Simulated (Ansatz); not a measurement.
Rows from a G0W0 calculation on HgC2S2N2 (C2/m) (Ansatz 0.2.0; G0W0 on PBE, plane waves, PAW; PAW set soft_1; 4×4×2 mesh, 113 empty bands, screening to 150 eV, PAW set soft_1 files), in eV. Spin-orbit coupling is left out.

```tsv
row	k	band	start	Σx	Σc at the solution	Vxc
A	(-0.500, -0.500, 0.000)	v1	3.101	-19.781	2.473	-16.657
B	Γ	c2	7.276	-8.345	-3.544	-13.261
C	(-0.500, -0.500, 0.000)	c1	6.369	-11.350	-3.522	-16.242
D	Γ	v1	2.971	-19.807	2.553	-16.588
E	(-0.500, -0.500, 0.000)	c2	7.539	-8.273	-3.693	-13.408
F	Γ	c1	5.311	-10.941	-3.136	-15.269
```

Q: Give the quasiparticle energies and the shift of each level.

The quasiparticle equation reads E = start + Σx + Σc(E) − Vxc.

```tsv
row	E (eV)	shift (eV)
A	2.450	−0.650
B	8.647	+1.371
C	7.740	+1.371
D	2.306	−0.666
E	8.981	+1.442
F	6.502	+1.191
```

The gap over the computed points goes from 2.21 eV to 4.05 eV.

Limits: not at the basis limit; no spin-orbit coupling; coarse k mesh.

[Paths, hosts, dates, memory and timing lines, banners, echoed tables and standing remarks are left out of the program output.]

[Logs are printed without paths, hosts, clocks, repeated set-up lines and the standing remarks that a program may print on its own settings, such as how far it seeks lower states.]

[Runs of the session that timed out or met a known fault of the program may be left out.]

[Cells called generated may have been cut or substituted from an entry of the Crystallography Open Database or the Materials Project.]

[Hosts, paths, dates, database ids (printed as entryN), source tags and the programs' standing remarks are cut or masked in the printed files.]
